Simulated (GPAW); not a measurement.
# a GaN monolayer: the Ga K absorption edge

Aim: the polarisation-dependent near-edge structure of a GaN monolayer.

Calculated with GPAW 26.7.0; X-ray absorption from dipole matrix elements to empty bands, plane-wave PAW PBE.

This is a report of a sequence of runs, with most program output left out.

## 1. Starting point

The cell holds 14 atoms: 7 Ga and 7 N. Its edges and angles: a = 8.493 Å, b = 8.493 Å, c = 10.400 Å, α = 90.0°, β = 90.0°, γ = 120.0°. It derives from GaN. 14-site supercell of GaN monolayer. Vacuum lies along c.

Structure file:

```cif
data_structure
_symmetry_space_group_name_H-M 'P 1'
_symmetry_Int_Tables_number 1
_cell_length_a 8.4929
_cell_length_b 8.4929
_cell_length_c 10.4000
_cell_angle_alpha 90.000
_cell_angle_beta 90.000
_cell_angle_gamma 120.000
_cell_volume 649.64
loop_
_atom_site_label
_atom_site_type_symbol
_atom_site_fract_x
_atom_site_fract_y
_atom_site_fract_z
_atom_site_occupancy
Ga1 Ga 0.00000 0.00000 0.50000 1
Ga2 Ga 0.42857 0.14286 0.50000 1
Ga3 Ga 0.85714 0.28571 0.50000 1
Ga4 Ga 0.28571 0.42857 0.50000 1
Ga5 Ga 0.71429 0.57143 0.50000 1
Ga6 Ga 0.14286 0.71429 0.50000 1
Ga7 Ga 0.57143 0.85714 0.50000 1
N8 N 0.76190 0.80952 0.50000 1
N9 N 0.19048 0.95238 0.50000 1
N10 N 0.61905 0.09524 0.50000 1
N11 N 0.04762 0.23810 0.50000 1
N12 N 0.47619 0.38095 0.50000 1
N13 N 0.90476 0.52381 0.50000 1
N14 N 0.33333 0.66667 0.50000 1
```

## 2. Relaxation

Bond lengths around the absorber set the edge shape, so the atoms are relaxed before any spectrum.

The input, relax.py:

```python
import numpy as np
from ase import Atoms
from ase.parallel import parprint, paropen
from gpaw import GPAW, PW, FermiDirac, Mixer, MixerDif, setup_paths
from ase.optimize import BFGS

atoms = Atoms('Ga7N7',
    cell=[[-8.025, 2.77994155, 0],
     [1.605, -8.33982464, 0],
     [0, 0, 10.4]],
    scaled_positions=[[0, 0, 0.5],
     [0.4285714, 0.1428571, 0.5],
     [0.8571429, 0.2857143, 0.5],
     [0.2857143, 0.4285714, 0.5],
     [0.7142857, 0.5714286, 0.5],
     [0.1428571, 0.7142857, 0.5],
     [0.5714286, 0.8571429, 0.5],
     [0.7619048, 0.8095238, 0.5],
     [0.1904762, 0.952381, 0.5],
     [0.6190476, 0.0952381, 0.5],
     [0.047619, 0.2380952, 0.5],
     [0.4761905, 0.3809524, 0.5],
     [0.9047619, 0.5238095, 0.5],
     [0.3333333, 0.6666667, 0.5]],
    pbc=True)
atoms.calc = GPAW(legacy_gpaw=True, mode=PW(450, force_complex_dtype=True), xc='PBE', setups={},
    kpts={'size': (3, 3, 1), 'gamma': True}, occupations=FermiDirac(0.08),
    charge=0, mixer=Mixer(0.05, 8, 50), maxiter=150,
    convergence={'density': 0.0001, 'eigenstates': 1e-6}, txt='relax.txt')
steps = []
opt = BFGS(atoms, logfile='-')
opt.attach(lambda: steps.append([atoms.get_potential_energy(), float(np.linalg.norm(atoms.get_forces(), axis=1).max())]))
done = opt.run(fmax=0.06, steps=35)
out = dict(done=bool(done), steps=steps, frac=atoms.get_scaled_positions().tolist())
import json
with paropen('out.json', 'w') as f:
    json.dump(out, f)
```

Run with:

```
OMP_NUM_THREADS=1 mpirun -n 4 gpaw python relax.py
```

Elapsed: 48 s, on 4 MPI ranks of Intel Xeon Platinum 8375C at 2.90GHz (Ice Lake), shared host; peak memory 0.28 GiB; 3.2 min of CPU time.

The forces of the start geometry were already under the goal, so no step was taken.

## 3. Ground state of the crystal

A plain self-consistent run shows whether there is a gap, which decides the set-up of the core-hole run.

The input, scf.py:

```python
import numpy as np
from ase import Atoms
from ase.parallel import parprint, paropen
from gpaw import GPAW, PW, FermiDirac, Mixer, MixerDif, setup_paths
from gpaw.test import gen
setup_paths.insert(0, '.')
gen('Ga', name='nch1s', xcname='PBE', corehole=(1, 0, 0), write_xml=True)
from gpaw.mpi import world
world.barrier()

atoms = Atoms('Ga7N7',
    cell=[[-8.025, 2.77994155, 0],
     [1.605, -8.33982464, 0],
     [0, 0, 10.4]],
    scaled_positions=[[0, 0, 0.5],
     [0.4285714, 0.1428571, 0.5],
     [0.8571429, 0.2857143, 0.5],
     [0.2857143, 0.4285714, 0.5],
     [0.7142857, 0.5714286, 0.5],
     [0.1428571, 0.7142857, 0.5],
     [0.5714286, 0.8571429, 0.5],
     [0.7619048, 0.8095238, 0.5],
     [0.1904762, 0.952381, 0.5],
     [0.6190476, 0.0952381, 0.5],
     [0.047619, 0.2380952, 0.5],
     [0.4761905, 0.3809524, 0.5],
     [0.9047619, 0.5238095, 0.5],
     [0.3333333, 0.6666667, 0.5]],
    pbc=True)
atoms.calc = calc = GPAW(legacy_gpaw=True, mode=PW(450, force_complex_dtype=True), xc='PBE', setups={0: 'nch1s'},
    kpts={'size': (2, 2, 1), 'gamma': True}, occupations=FermiDirac(0.05),
    charge=0, mixer=Mixer(0.05, 8, 50), maxiter=150,
    convergence={'density': 0.0001, 'eigenstates': 1e-6}, txt='scf.txt')
energy = atoms.get_potential_energy() + calc.get_reference_energy()
ef = calc.get_fermi_level()
out = dict(energy=energy, fermi=ef, forces=atoms.get_forces().tolist())
parprint(f'all-electron energy {energy:.4f} eV, Fermi level {ef:.4f} eV')
ev = np.array([[calc.get_eigenvalues(k, s) for k in range(len(calc.get_ibz_k_points()))] for s in range(calc.get_number_of_spins())])
out['homo'], out['lumo'], out['counts'] = ev[ev < ef].max(), ev[ev > ef].min(), sorted(set((ev < ef).sum((0, 2)).tolist()))
out['filled'] = (ev[:, 0] < ef).sum(1).tolist()
import json
with paropen('out.json', 'w') as f:
    json.dump(out, f)
```

Run with:

```
OMP_NUM_THREADS=1 mpirun -n 4 gpaw python scf.py
```

Wall time 48 s (4 MPI ranks); peak memory 0.39 GiB.

The mesh shows a gap of 2.24 eV. The excited electron is kept all the same, which keeps the cell neutral.

## 4. Reference energy of the cell

The photon energy needs a difference of total energies, so the cell and mesh of the coming hole run are first run without a hole.

Edit scf.py of step 3 so:

```diff
@@ -30,3 +30,3 @@
 atoms.calc = calc = GPAW(legacy_gpaw=True, mode=PW(450, force_complex_dtype=True), xc='PBE', setups={0: 'nch1s'},
-    kpts={'size': (2, 2, 1), 'gamma': True}, occupations=FermiDirac(0.05),
+    kpts={'size': (2, 2, 1), 'gamma': True}, occupations=FermiDirac(0.02),
     charge=0, mixer=Mixer(0.05, 8, 50), maxiter=150,
```

The job ended after 50 s (4 MPI ranks; peak memory 0.39 GiB).

Reference energy: -380635.865 eV with the cores included.

## 5. Spectrum with XCH, Ga atom 1

The holes are 8.5 Å apart. In GPAW the data set carries the hole's charge, so charge=0 means a charged cell and charge=-1 a neutral one. The excited electron is kept in the cell, where it fills the lowest empty states and screens the hole. After the field has converged, empty bands are computed with the density fixed and the dipole matrix elements are summed.

The absorber has 3 N at 1.85 Å (trigonal planar).

The input, xas.py:

```python
import numpy as np
from ase import Atoms
from ase.parallel import parprint, paropen
from gpaw import GPAW, PW, FermiDirac, Mixer, MixerDif, setup_paths
from gpaw.test import gen
setup_paths.insert(0, '.')
gen('Ga', name='fch1s', xcname='PBE', corehole=(1, 0, 1), write_xml=True)
from gpaw.mpi import world
world.barrier()

atoms = Atoms('Ga7N7',
    cell=[[-8.025, 2.77994155, 0],
     [1.605, -8.33982464, 0],
     [0, 0, 10.4]],
    scaled_positions=[[0, 0, 0.5],
     [0.4285714, 0.1428571, 0.5],
     [0.8571429, 0.2857143, 0.5],
     [0.2857143, 0.4285714, 0.5],
     [0.7142857, 0.5714286, 0.5],
     [0.1428571, 0.7142857, 0.5],
     [0.5714286, 0.8571429, 0.5],
     [0.7619048, 0.8095238, 0.5],
     [0.1904762, 0.952381, 0.5],
     [0.6190476, 0.0952381, 0.5],
     [0.047619, 0.2380952, 0.5],
     [0.4761905, 0.3809524, 0.5],
     [0.9047619, 0.5238095, 0.5],
     [0.3333333, 0.6666667, 0.5]],
    pbc=True)
atoms.calc = calc = GPAW(legacy_gpaw=True, mode=PW(450, force_complex_dtype=True), xc='PBE', setups={0: 'fch1s'},
    kpts={'size': (2, 2, 1), 'gamma': True}, occupations=FermiDirac(0.04),
    charge=-1, mixer=Mixer(0.05, 8, 50), maxiter=150,
    convergence={'density': 0.0001, 'eigenstates': 1e-6}, txt='scf.txt')
energy = atoms.get_potential_energy() + calc.get_reference_energy()
ef = calc.get_fermi_level()
out = dict(energy=energy, fermi=ef, forces=atoms.get_forces().tolist())
parprint(f'all-electron energy {energy:.4f} eV, Fermi level {ef:.4f} eV')
ev = np.array([[calc.get_eigenvalues(k, s) for k in range(len(calc.get_ibz_k_points()))] for s in range(calc.get_number_of_spins())])
out['homo'], out['lumo'], out['counts'] = ev[ev < ef].max(), ev[ev > ef].min(), sorted(set((ev < ef).sum((0, 2)).tolist()))
out['filled'] = (ev[:, 0] < ef).sum(1).tolist()

from ase.units import Ha
from gpaw.xas import dipole_matrix_elements
nb = int(calc.get_number_of_electrons() / 2) + 182
top, nb = nb, nb + 8 + nb // 12
nscf = calc.fixed_density(kpts={'size': (2, 2, 1), 'gamma': True}, nbands=nb,
    convergence={'bands': top, 'eigenstates': 5e-3}, maxiter=60, txt='nscf.txt')
cell = atoms.cell.array
ops = [cell.T @ U.T @ np.linalg.inv(cell.T) for U in nscf.wfs.kd.symmetry.op_scc]
filled = [28]  # bands filled in the ground state, by spin
E = np.arange(-6, 28, 0.1)
fwhm = np.interp(E, [4, 25], [1.82, 3.5])
Y, X, zero, highest = 0, 0, 1e9, 1e9
for spin in range(nscf.get_number_of_spins()):
    wfs = nscf.wfs
    mine = wfs.bd.get_slice()  # this rank's bands
    A = dipole_matrix_elements(wfs.setups[0])
    eps = np.zeros((wfs.kd.nibzkpts, nb))
    d = np.zeros((3, A.shape[1], wfs.kd.nibzkpts, nb), complex)
    for kpt in wfs.kpt_u:
        if kpt.s == spin and 0 in kpt.P_ani:
            eps[kpt.k, mine] = kpt.eps_n * Ha
            d[:, :, kpt.k, mine] = (kpt.weight * wfs.nspins / 2) ** 0.5 * np.inner(A, kpt.P_ani[0])
    world.sum(eps)
    world.sum(d)
    T = np.einsum('amkn,bmkn->abkn', d, d.conj()).real
    T = sum(np.einsum('ai,ijkn,bj->abkn', R, T, R) for R in ops) / len(ops)
    empty = np.ones_like(eps, bool) & (np.arange(nb) >= filled[spin])
    zero, highest = min(zero, eps[empty].min()), min(highest, eps[:, top - 1].min())
    lines = [(eps, T, empty)] if spin == 0 else lines + [(eps, T, empty)]
for eps, T, empty in lines:
    f = np.einsum('aakn->akn', T).reshape(3, -1)
    x = eps.ravel() - zero
    w = np.interp(x, E, fwhm) / 2.35482
    g = np.exp(-0.5 * ((E[:, None] - x) / w) ** 2) / (w * (2 * np.pi) ** 0.5)
    Y = Y + (f * empty.ravel()) @ g.T
    X = X + (f * ~empty.ravel()) @ g.T
out.update(E=E.round(2).tolist(), xas=Y.tolist(), xes=X.tolist(), zero=zero, valid=highest - zero, nk=len(eps), nb=nb)
for i in range(0, len(E), 10):
    parprint(f'{E[i]:7.2f}', *(f'{v:10.3e}' for v in Y[:, i]))
import json
with paropen('out.json', 'w') as f:
    json.dump(out, f)
```

Run with:

```
OMP_NUM_THREADS=1 mpirun -n 4 gpaw python xas.py
```

Run time: 72 s. Hardware: 4 MPI ranks; peak memory 0.65 GiB.

The Ga K spectrum, Ga atom 1, excited-electron core hole (neutral cell) (energy from the bottom of the conduction band, which holds the excited electron; intensity scaled to a mean of 1 over the first 20 eV):

```csv
E (eV),isotropic,ε ∥ x,ε ∥ z
-2.0,0.00,0.00,0.00
-1.5,0.00,0.00,0.00
-1.0,0.00,0.00,0.00
-0.5,0.01,0.00,0.03
0.0,0.07,0.01,0.18
0.5,0.28,0.02,0.79
1.0,0.75,0.06,2.14
1.5,1.39,0.13,3.92
2.0,1.76,0.24,4.80
2.5,1.54,0.37,3.87
3.0,1.03,0.49,2.12
3.5,0.63,0.54,0.81
4.0,0.43,0.53,0.24
4.5,0.40,0.53,0.15
5.0,0.51,0.61,0.30
5.5,0.77,0.82,0.67
6.0,1.10,1.11,1.08
6.5,1.34,1.38,1.27
7.0,1.36,1.48,1.11
7.5,1.21,1.44,0.74
8.0,1.10,1.42,0.45
8.5,1.12,1.49,0.38
9.0,1.21,1.58,0.47
9.5,1.29,1.62,0.61
10.0,1.32,1.60,0.75
10.5,1.32,1.55,0.88
11.0,1.32,1.50,0.98
11.5,1.29,1.42,1.01
12.0,1.18,1.29,0.96
12.5,1.02,1.11,0.85
13.0,0.87,0.93,0.75
13.5,0.75,0.79,0.68
14.0,0.69,0.71,0.64
14.5,0.66,0.68,0.63
15.0,0.66,0.67,0.63
15.5,0.68,0.70,0.63
16.0,0.71,0.75,0.62
16.5,0.75,0.83,0.61
17.0,0.82,0.92,0.62
17.5,0.91,1.05,0.65
18.0,1.03,1.20,0.69
18.5,1.18,1.40,0.73
19.0,1.32,1.60,0.75
19.5,1.43,1.76,0.76
20.0,1.47,1.81,0.78
20.5,1.44,1.74,0.83
21.0,1.35,1.57,0.91
21.5,1.23,1.35,0.99
```

Main maxima below 21 eV (height): 2.0 eV (1.76), 6.8 eV (1.38), 10.8 eV (1.33) and 20.0 eV (1.47). A K edge sees empty p states; at this planar three-fold site the curve for the electric vector normal to the plane peaks at 2.0 eV, where it is mainly π* that absorbs: that direction carries over 70 % of the weight there.

The energy difference (zero at 10402 eV) isn't read as a photon energy: for so heavy an absorber the terms left out (the hole's spin, the functional's error) amount to tens of eV or more.

## 6. Cell without a hole, the energy reference

The absorbing element, whose data set is made anew, changes for the next run, so it gets a reference energy of its own.

Edit scf.py of step 4 so:

```diff
@@ -6,3 +6,3 @@
 setup_paths.insert(0, '.')
-gen('Ga', name='nch1s', xcname='PBE', corehole=(1, 0, 0), write_xml=True)
+gen('N', name='nch1s', xcname='PBE', corehole=(1, 0, 0), write_xml=True)
 from gpaw.mpi import world
@@ -29,3 +29,3 @@
     pbc=True)
-atoms.calc = calc = GPAW(legacy_gpaw=True, mode=PW(450, force_complex_dtype=True), xc='PBE', setups={0: 'nch1s'},
+atoms.calc = calc = GPAW(legacy_gpaw=True, mode=PW(450, force_complex_dtype=True), xc='PBE', setups={7: 'nch1s'},
     kpts={'size': (2, 2, 1), 'gamma': True}, occupations=FermiDirac(0.02),
```

Run with:

```
OMP_NUM_THREADS=1 mpirun -n 4 gpaw python scf.py
```

It took 42 s on 4 MPI ranks; peak memory 0.39 GiB.

Reference energy: -380635.865 eV with the cores included.

## 7. Spectrum with XCH, N atom 8

The holes are 8.5 Å apart. The excited electron is kept in the cell, where it fills the lowest empty states and screens the hole. After the field has converged, empty bands are computed with the density fixed and the dipole matrix elements are summed.

The absorber has 3 Ga at 1.85 Å (trigonal planar).

Edit xas.py of step 5 so:

```diff
@@ -6,3 +6,3 @@
 setup_paths.insert(0, '.')
-gen('Ga', name='fch1s', xcname='PBE', corehole=(1, 0, 1), write_xml=True)
+gen('N', name='fch1s', xcname='PBE', corehole=(1, 0, 1), write_xml=True)
 from gpaw.mpi import world
@@ -29,3 +29,3 @@
     pbc=True)
-atoms.calc = calc = GPAW(legacy_gpaw=True, mode=PW(450, force_complex_dtype=True), xc='PBE', setups={0: 'fch1s'},
+atoms.calc = calc = GPAW(legacy_gpaw=True, mode=PW(450, force_complex_dtype=True), xc='PBE', setups={7: 'fch1s'},
     kpts={'size': (2, 2, 1), 'gamma': True}, occupations=FermiDirac(0.04),
@@ -51,3 +51,3 @@
 E = np.arange(-6, 28, 0.1)
-fwhm = np.interp(E, [4, 25], [1.82, 3.5])
+fwhm = np.interp(E, [4, 25], [0.9, 3.5])
 Y, X, zero, highest = 0, 0, 1e9, 1e9
@@ -56,3 +56,3 @@
     mine = wfs.bd.get_slice()  # this rank's bands
-    A = dipole_matrix_elements(wfs.setups[0])
+    A = dipole_matrix_elements(wfs.setups[7])
     eps = np.zeros((wfs.kd.nibzkpts, nb))
@@ -60,5 +60,5 @@
     for kpt in wfs.kpt_u:
-        if kpt.s == spin and 0 in kpt.P_ani:
+        if kpt.s == spin and 7 in kpt.P_ani:
             eps[kpt.k, mine] = kpt.eps_n * Ha
-            d[:, :, kpt.k, mine] = (kpt.weight * wfs.nspins / 2) ** 0.5 * np.inner(A, kpt.P_ani[0])
+            d[:, :, kpt.k, mine] = (kpt.weight * wfs.nspins / 2) ** 0.5 * np.inner(A, kpt.P_ani[7])
     world.sum(eps)
```

Run with:

```
OMP_NUM_THREADS=1 mpirun -n 4 gpaw python xas.py
```

Wall time 82 s (4 MPI ranks); peak memory 0.64 GiB.

The N K spectrum, N atom 8, excited-electron core hole (neutral cell) (energy from the bottom of the conduction band, which holds the excited electron; intensity scaled to a mean of 1 over the first 20 eV):

| E (eV) | isotropic | ε ∥ x | ε ∥ z |
| --- | --- | --- | --- |
| -2.0 | 0.00 | 0.00 | 0.00 |
| -1.5 | 0.00 | 0.00 | 0.00 |
| -1.0 | 0.00 | 0.00 | 0.00 |
| -0.5 | 0.00 | 0.00 | 0.00 |
| 0.0 | 0.00 | 0.00 | 0.00 |
| 0.5 | 0.01 | 0.02 | 0.00 |
| 1.0 | 0.22 | 0.33 | 0.00 |
| 1.5 | 0.80 | 1.18 | 0.05 |
| 2.0 | 1.01 | 0.96 | 1.11 |
| 2.5 | 2.74 | 1.51 | 5.21 |
| 3.0 | 3.59 | 2.85 | 5.07 |
| 3.5 | 1.77 | 2.09 | 1.15 |
| 4.0 | 0.92 | 1.34 | 0.08 |
| 4.5 | 1.49 | 2.24 | 0.00 |
| 5.0 | 1.57 | 2.35 | 0.02 |
| 5.5 | 1.14 | 1.61 | 0.19 |
| 6.0 | 1.72 | 2.21 | 0.76 |
| 6.5 | 2.13 | 2.57 | 1.24 |
| 7.0 | 1.48 | 1.72 | 1.01 |
| 7.5 | 0.91 | 1.06 | 0.61 |
| 8.0 | 0.83 | 1.07 | 0.35 |
| 8.5 | 0.83 | 1.12 | 0.26 |
| 9.0 | 0.76 | 0.92 | 0.43 |
| 9.5 | 0.70 | 0.71 | 0.68 |
| 10.0 | 0.76 | 0.76 | 0.77 |
| 10.5 | 0.87 | 0.94 | 0.71 |
| 11.0 | 0.96 | 1.10 | 0.69 |
| 11.5 | 1.05 | 1.19 | 0.76 |
| 12.0 | 1.05 | 1.16 | 0.83 |
| 12.5 | 0.95 | 1.01 | 0.83 |
| 13.0 | 0.82 | 0.84 | 0.78 |
| 13.5 | 0.71 | 0.69 | 0.74 |
| 14.0 | 0.64 | 0.57 | 0.79 |
| 14.5 | 0.60 | 0.46 | 0.90 |
| 15.0 | 0.57 | 0.37 | 0.97 |
| 15.5 | 0.51 | 0.31 | 0.92 |
| 16.0 | 0.45 | 0.28 | 0.80 |
| 16.5 | 0.44 | 0.31 | 0.69 |
| 17.0 | 0.48 | 0.38 | 0.67 |
| 17.5 | 0.56 | 0.48 | 0.72 |
| 18.0 | 0.66 | 0.60 | 0.78 |
| 18.5 | 0.78 | 0.75 | 0.82 |
| 19.0 | 0.89 | 0.93 | 0.82 |
| 19.5 | 0.99 | 1.10 | 0.78 |
| 20.0 | 1.07 | 1.23 | 0.74 |
| 20.5 | 1.11 | 1.31 | 0.71 |
| 21.0 | 1.11 | 1.33 | 0.68 |
| 21.5 | 1.09 | 1.31 | 0.65 |

Main maxima below 20 eV (height): 2.9 eV (3.73), 4.8 eV (1.72), 6.4 eV (2.14) and 11.8 eV (1.06). A K edge sees empty p states; at this planar three-fold site they split into π* (normal to the plane) and σ* (in the plane).

The total-energy difference is 406.24 eV. One term is added: -7.82 eV, since the hole is spin-paired here and a spin-polarised one costs that much less in the free atom (computed apart). The photon energy is then 398.42 eV. The functional leaves an error of a few eV in such absolute values.

## 8. Summary of results

```yaml
absorber_and_edge: Ga K, atom 1 of the ground-state input (counted from 1)
surroundings: 3 N at 1.85 Å (trigonal planar)
highest_intensity_below_20_ev: 2.0 eV above the zero, height 1.76
```

What this shows: The Ga K edge of atom 1, with 3 N at 1.85 Å (trigonal planar), has its highest intensity of the first 20 eV at 2.0 eV above the zero, 1.8 times the mean level of the first 20 eV (Gaussian full width 1.82 eV up to 4 eV, rising linearly to 3.5 eV at 25 eV). At the Ga K edge of atom 1 polarisation matters most near 2.0 eV, where the curves differ by 4.6 on this scale. The script folds with a Gaussian, whereas the core hole's own line is a Lorentzian, so the onset is too steep and the first peak too high. Some eV above the zero the states pass the vacuum level, and features normal to the sheet may then be states of the box. The mesh is coarse (0.43 Å⁻¹ between points), so small maxima may be mesh ripples. Lifetime broadening is put in by hand, and intensities beyond about 20 eV depend on it and on the partial waves.

[Logs are printed without paths, hosts, clocks, repeated set-up lines and the standing remarks that a program may print on its own settings, such as how far it seeks lower states.]

[Hosts, paths, dates, database ids (printed as entryN), source tags and the programs' standing remarks are cut or masked in the printed files.]

[Lists of maxima count a maximum above −3 eV only where it reaches 4 % of the highest in the window and stands out from its surroundings by 2 % of it (1.5 % where it reaches 55 %); shoulders and weaker maxima are passed over, and of the rest the first, up to two pre-edge ones and the few strongest are named.]
